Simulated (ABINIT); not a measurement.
# A GW chain in ABINIT: WS2 (Tungstenite)

How does a plane-wave GW calculation on WS2 (Tungstenite) run from the first input to the gap?

Method: PBE and many-body steps on it, plane waves, in ABINIT 10.8.3.

Most raw output is cut from this account.

**1. Set-up**

Symmetry: P6_3/mmc, No. 194, hexagonal system. The conventional cell has a = 3.153 Å, b = 3.153 Å, c = 12.323 Å, α = 90.00°, β = 90.00°, γ = 120.00°. Nearest to W lie 6 S at 2.40 Å. S has 3 W at 2.40 Å nearest. Farther neighbours and most contacts between anions are not listed.

The cell and positions come from the Crystallography Open Database and are kept as given unless a step says otherwise.

**2. Ground state**

This step: ABINIT 10.8.3; DFT, PBE with spin-orbit coupling, plane waves, norm-conserving pseudopotentials.

The ground-state density comes first.

Contents of run.abi:

```
acell 3*1.0 Angstrom
rprim 
  3.153199999992 0.000000000002 0.000000000000
  -1.576599999998 2.730751303206 0.000000000000
  0.000000000000 0.000000000000 12.323000000000
ntypat 2
znucl 74 16
natom 6
typat 1 1 2 2 2 2
xred 
  0.333333333333 0.666666666667 0.250000000000
  0.666666666667 0.333333333333 0.750000000000
  0.333333333333 0.666666666667 0.622500000000
  0.666666666667 0.333333333333 0.122500000000
  0.333333333333 0.666666666667 0.877500000000
  0.666666666667 0.333333333333 0.377500000000
pp_dirpath "pseudos"
pseudos "W.upf, S.upf"
ecut 31
nspinor 2
ngkpt 6 6 2
nshiftk 1
shiftk 0 0 0
kptopt 1
chksymbreak 0
nband 66
occopt 1
tolvrs 1e-10
nstep 60
prtwf 0
optforces 0
optstress 0
indata_prefix "in"
outdata_prefix "out"
tmpdata_prefix "tmp"
```

Run with:

```
$ OMP_NUM_THREADS=1 mpirun -n 8 abinit run.abi > log
```

Wall time 2.6 min (8 MPI ranks of Arm Neoverse V1, shared host); peak memory 0.91 GiB; 21 min of CPU time.

This step gave:

```yaml
total_energy: -5342.1216 eV
gap: 0.9353 eV
k_of_the_valence_top: 0, 0, 0
k_of_the_conduction_bottom: 0.1667, 0.1667, 0
least_direct_gap: 1.649 eV
```

The gap is indirect, with the least direct gap 0.71 eV higher.

**3. Bands along the symmetry lines**

Levels along a band path, at the cheap level, show where the edges lie and whether the meshes to come will hold them.

Contents of run.abi:

```
acell 3*1.0 Angstrom
rprim 
  3.153199999992 0.000000000002 0.000000000000
  -1.576599999998 2.730751303206 0.000000000000
  0.000000000000 0.000000000000 12.323000000000
ntypat 2
znucl 74 16
natom 6
typat 1 1 2 2 2 2
xred 
  0.333333333333 0.666666666667 0.250000000000
  0.666666666667 0.333333333333 0.750000000000
  0.333333333333 0.666666666667 0.622500000000
  0.666666666667 0.333333333333 0.122500000000
  0.333333333333 0.666666666667 0.877500000000
  0.666666666667 0.333333333333 0.377500000000
pp_dirpath "pseudos"
pseudos "W.upf, S.upf"
ecut 31
nspinor 2
iscf -2
irdden 1
kptopt 0
nkpt 39
kpt 
  0.00000000 0.00000000 0.00000000
  0.12500000 0.00000000 0.00000000
  0.25000000 0.00000000 0.00000000
  0.37500000 0.00000000 0.00000000
  0.50000000 0.00000000 0.00000000
  0.45833333 0.08333333 0.00000000
  0.41666666 0.16666666 0.00000000
  0.37500000 0.25000000 0.00000000
  0.33333333 0.33333333 0.00000000
  0.25000000 0.25000000 0.00000000
  0.16666666 0.16666666 0.00000000
  0.08333333 0.08333333 0.00000000
  0.00000000 0.00000000 0.00000000
  0.00000000 0.00000000 0.12500000
  0.00000000 0.00000000 0.25000000
  0.00000000 0.00000000 0.37500000
  0.00000000 0.00000000 0.50000000
  0.12500000 0.00000000 0.50000000
  0.25000000 0.00000000 0.50000000
  0.37500000 0.00000000 0.50000000
  0.50000000 0.00000000 0.50000000
  0.45833333 0.08333333 0.50000000
  0.41666666 0.16666666 0.50000000
  0.37500000 0.25000000 0.50000000
  0.33333333 0.33333333 0.50000000
  0.25000000 0.25000000 0.50000000
  0.16666666 0.16666666 0.50000000
  0.08333333 0.08333333 0.50000000
  0.00000000 0.00000000 0.50000000
  0.50000000 0.00000000 0.50000000
  0.50000000 0.00000000 0.37500000
  0.50000000 0.00000000 0.25000000
  0.50000000 0.00000000 0.12500000
  0.50000000 -0.00000000 0.00000000
  0.33333333 0.33333333 0.50000000
  0.33333333 0.33333333 0.37500000
  0.33333333 0.33333333 0.25000000
  0.33333333 0.33333333 0.12500000
  0.33333333 0.33333333 0.00000000
istwfk *1
nband 68
nbdbuf 6
tolwfr 1e-08
nstep 40
prtwf 0
prtvol 0
indata_prefix "in"
outdata_prefix "out"
tmpdata_prefix "tmp"
```

It took 4.1 min on 8 MPI ranks; peak memory 1.1 GiB.

This step gave:

- gap: 0.9353 eV
- k of the valence top: 0, 0, 0
- k of the conduction bottom: 0.1667, 0.1667, 0
- least direct gap: 1.649 eV

The gap is 0.935 eV, as in the run before at this level.

Electronic bands along the path, in eV, zero at the top of the highest filled band:

```csv
point,band 49,band 50,band 51,band 52,band 53,band 54,band 55,band 56
Γ,-1.20,-1.20,0.00,0.00,2.19,2.19,2.21,2.21
halfway,-1.62,-1.62,-1.48,-1.48,1.30,1.30,1.84,1.84
M,-1.59,-1.59,-1.51,-1.51,2.22,2.22,2.26,2.26
halfway,-1.31,-1.31,-0.89,-0.89,1.85,1.85,2.08,2.08
K,-0.88,-0.88,-0.42,-0.42,1.23,1.23,1.28,1.28
halfway,-1.63,-1.63,-1.41,-1.41,0.94,0.94,1.81,1.81
Γ,-1.20,-1.20,0.00,0.00,2.19,2.19,2.21,2.21
halfway,-0.74,-0.74,-0.08,-0.08,2.20,2.20,2.21,2.21
A,-0.32,-0.32,-0.32,-0.32,2.21,2.21,2.21,2.21
halfway,-1.51,-1.51,-1.51,-1.51,1.67,1.67,1.67,1.67
L,-1.56,-1.56,-1.56,-1.56,2.24,2.24,2.24,2.24
halfway,-1.26,-1.26,-0.93,-0.93,1.88,1.88,2.06,2.06
H,-0.87,-0.87,-0.46,-0.46,1.24,1.24,1.28,1.28
halfway,-1.64,-1.64,-1.41,-1.41,1.22,1.22,1.49,1.49
A,-0.32,-0.32,-0.32,-0.32,2.21,2.21,2.21,2.21
jump to L,-1.56,-1.56,-1.56,-1.56,2.24,2.24,2.24,2.24
halfway,-1.59,-1.59,-1.52,-1.52,2.23,2.23,2.25,2.25
M,-1.59,-1.59,-1.51,-1.51,2.22,2.22,2.26,2.26
jump to H,-0.87,-0.87,-0.46,-0.46,1.24,1.24,1.28,1.28
halfway,-0.88,-0.88,-0.44,-0.44,1.24,1.24,1.28,1.28
K,-0.88,-0.88,-0.42,-0.42,1.23,1.23,1.28,1.28
```

**4. Empty states on the mesh, 3×3×1 mesh, 266 bands**

The sums over transitions need many empty states on a uniform mesh; this step solves for them.

Contents of run.abi:

```
acell 3*1.0 Angstrom
rprim 
  3.153199999992 0.000000000002 0.000000000000
  -1.576599999998 2.730751303206 0.000000000000
  0.000000000000 0.000000000000 12.323000000000
ntypat 2
znucl 74 16
natom 6
typat 1 1 2 2 2 2
xred 
  0.333333333333 0.666666666667 0.250000000000
  0.666666666667 0.333333333333 0.750000000000
  0.333333333333 0.666666666667 0.622500000000
  0.666666666667 0.333333333333 0.122500000000
  0.333333333333 0.666666666667 0.877500000000
  0.666666666667 0.333333333333 0.377500000000
pp_dirpath "pseudos"
pseudos "W.upf, S.upf"
ecut 31
nspinor 2
ngkpt 3 3 1
nshiftk 1
shiftk 0 0 0
kptopt 1
chksymbreak 0
iscf -2
irdden 1
istwfk *1
nband 266
nbdbuf 24
tolwfr 1e-09
nstep 60
prtvol 0
indata_prefix "in"
outdata_prefix "out"
tmpdata_prefix "tmp"
```

It took 4.6 min on 8 MPI ranks; peak memory 0.79 GiB.

This step gave:

```
gap                                                           : 1.233 eV
k of the valence top                                          : 0, 0, 0
k of the conduction bottom                                    : 0.3333, 0.3333, 0
least direct gap                                              : 1.649 eV
k points computed                                             : 3
lowest point of the top converged band, above the valence top : 42.55 eV
```

On this mesh the gap is 1.233 eV. The earlier step found 0.935 eV, so this mesh misses an edge.

**5. Screening, 3×3×1 mesh, 242 bands, screening to 119.7 eV**

The RPA dielectric matrix is built and inverted for each q.

This step: RPA screening on PBE with spin-orbit coupling, plane waves, norm-conserving pseudopotentials.

Changes to run.abi since step 4:

```diff
@@ -25,10 +25,11 @@
 chksymbreak 0
-iscf -2
-irdden 1
 istwfk *1
-nband 266
-nbdbuf 24
-tolwfr 1e-09
-nstep 60
-prtvol 0
+occopt 1
+irdwfk 1
+optdriver 3
+nband 242
+ecuteps 4.4
+inclvkb 0
+awtr 1
+symchi 1
 indata_prefix "in"
```

Run time: 38 s. Hardware: 8 MPI ranks; peak memory 2.9 GiB.

Numbers from this step:

```yaml
eps_infinity_with_local_fields_on_this_mesh_along_the_program_s_q_direction: 18.98
the_same_without_local_fields: 21.34
plasma_frequency: 25.99 eV
plane_waves_in_the_screening_matrix: 315
```

Local fields lower ε∞ by 11 %. On a Γ-centred mesh this coarse the value itself is usually too large, while a short band sum pulls it down.

**6. Self-energy, 3×3×1 mesh, 242 bands, screening to 119.7 eV**

The self-energy is evaluated for the states that the input lists, and the levels follow from it, in one-shot runs by the linearised quasiparticle equation.

This step: G0W0 on PBE with spin-orbit coupling, plane waves, norm-conserving pseudopotentials.

Changes to run.abi since step 5:

```diff
@@ -28,8 +28,17 @@
 irdwfk 1
-optdriver 3
+optdriver 4
 nband 242
+gwcalctyp 0
+ecutsigx 31
+symsigma 0
+nkptgw 2
+kptgw 
+  0.0000000000 0.0000000000 0.0000000000
+  0.3333333333 0.3333333333 0.0000000000
+bdgw 
+  49 56
+  49 56
 ecuteps 4.4
-inclvkb 0
-awtr 1
-symchi 1
+irdscr 1
+ppmodel 1
 indata_prefix "in"
```

It took 54 s on 8 MPI ranks; peak memory 2 GiB.

Numbers from this step:

| Item | Value |
| --- | --- |
| G0W0 gap on the points computed | 1.921 eV |
| starting gap on the mesh | 1.233 eV |
| k of the valence top | 0, 0, 0 |
| k of the conduction bottom | 0.3333, 0.3333, 0 |
| Z at the valence top | 0.788 |
| Z at the conduction bottom | 0.791 |
| least direct G0W0 gap on the computed points | 2.395 eV |

The gap on the mesh goes from 1.23 eV to 1.92 eV, a correction of +0.69 eV. The start differs from the 0.94 eV found before because the two sample other k points.

Limits: finite bands, cutoff and mesh; screening head approximate; coarse k mesh. v1 is the top filled band, c1 the lowest empty one. Levels before and after the correction, in eV, zero at the valence-band top of each column:

```csv
,conduction bottom,valence top
Kohn-Sham,1.23,0.00
G0W0,1.92,0.00
```

```csv
,level,energy (eV)
Kohn-Sham,Γ v3,-1.200
Kohn-Sham,Γ v2-v1,0.000
Kohn-Sham,Γ c1-c2,2.187
Kohn-Sham,Γ c3,2.210
Kohn-Sham,(0.333 0.333 0) v3,-0.883
Kohn-Sham,(0.333 0.333 0) v2-v1,-0.416
Kohn-Sham,(0.333 0.333 0) c1-c2,1.233
Kohn-Sham,(0.333 0.333 0) c3,1.281
G0W0,Γ v3,-1.333
G0W0,Γ v2-v1,0.000
G0W0,Γ c1-c2,2.586
G0W0,Γ c3,2.716
G0W0,(0.333 0.333 0) v3,-0.923
G0W0,(0.333 0.333 0) v2-v1,-0.474
G0W0,(0.333 0.333 0) c1-c2,1.921
G0W0,(0.333 0.333 0) c3,1.979
```

**7. Where the time went**

Times are wall times on 8 MPI ranks of Arm Neoverse V1, shared host, good to a factor of about two.

```csv
step,time,share,memory (GiB)
ground state,2.6 min,20 %,0.91
bands along the symmetry lines,4.1 min,32 %,1.1
empty states on the mesh,4.6 min,36 %,0.79
screening,38 s,5 %,2.9
self-energy,54 s,7 %,2.0
```

**8. Outcome**

| Quantity | Value |
| --- | --- |
| PBE gap | 0.94 eV, indirect |
| G0W0 gap on the mesh | 1.92 eV |
| G0W0 gap over the zone (rigid shift) | 1.62 eV |
| GW settings | 3×3×1 mesh, 242 bands, screening to 119.7 eV, Godby-Needs plasmon pole |
| known limits | not at the basis limit; screening head approximate; coarse k mesh |

G0W0 moves the gap on the mesh from 1.23 eV to 1.92 eV (+0.69 eV), with Z of 0.79 and 0.79 at the edges. The mesh misses the band edges by 0.30 eV in all; a rigid shift gives 1.62 eV for the zone. Local fields lower the RPA ε∞ on this mesh from 21.34 to 18.98; a Γ-centred mesh this coarse tends to raise both, most where the direct gap is narrow, while a short band sum lowers them. Only 2 of the mesh's irreducible points were corrected, so a valley elsewhere could overtake. Bands and cutoff are finite, so the gap is not at the basis limit. The miss can reach some tenths of an eV and take either sign; the mesh is an error of its own. In the G0W0 run levels were corrected at 2 k points alone, so a gap called «on the mesh» is the least over those, and an edge elsewhere would be missed. A denser mesh or path gives a starting gap of 0.94 eV: the GW mesh misses a band edge, so its gaps are not the fundamental one. The 3×3×1 mesh is coarse for this cell, which bears on the long-range parts of exchange and screening. The long-wavelength limit of the screening leaves out the non-local commutator, which shifts ε∞.

[Paths, hosts, dates, memory and timing lines, banners, echoed tables and standing remarks are left out of the program output.]

[Logs are printed without paths, hosts, clocks, repeated set-up lines and the standing remarks that a program may print on its own settings, such as how far it seeks lower states.]

[Runs of the session that timed out or met a known fault of the program may be left out.]

[Hosts, paths, dates, database ids (printed as entryN), source tags and the programs' standing remarks are cut or masked in the printed files.]

[G0W0 gaps are taken among the corrected bands and points alone; a level outside them can change the order at an edge.]

[Where Ansatz stands beside ABINIT at settings called matched, ABINIT's density can come from a denser mesh and the files from another edition; pairs whose starting gaps differed by over 0.03 eV were left out, so agreement reads better than it is.]
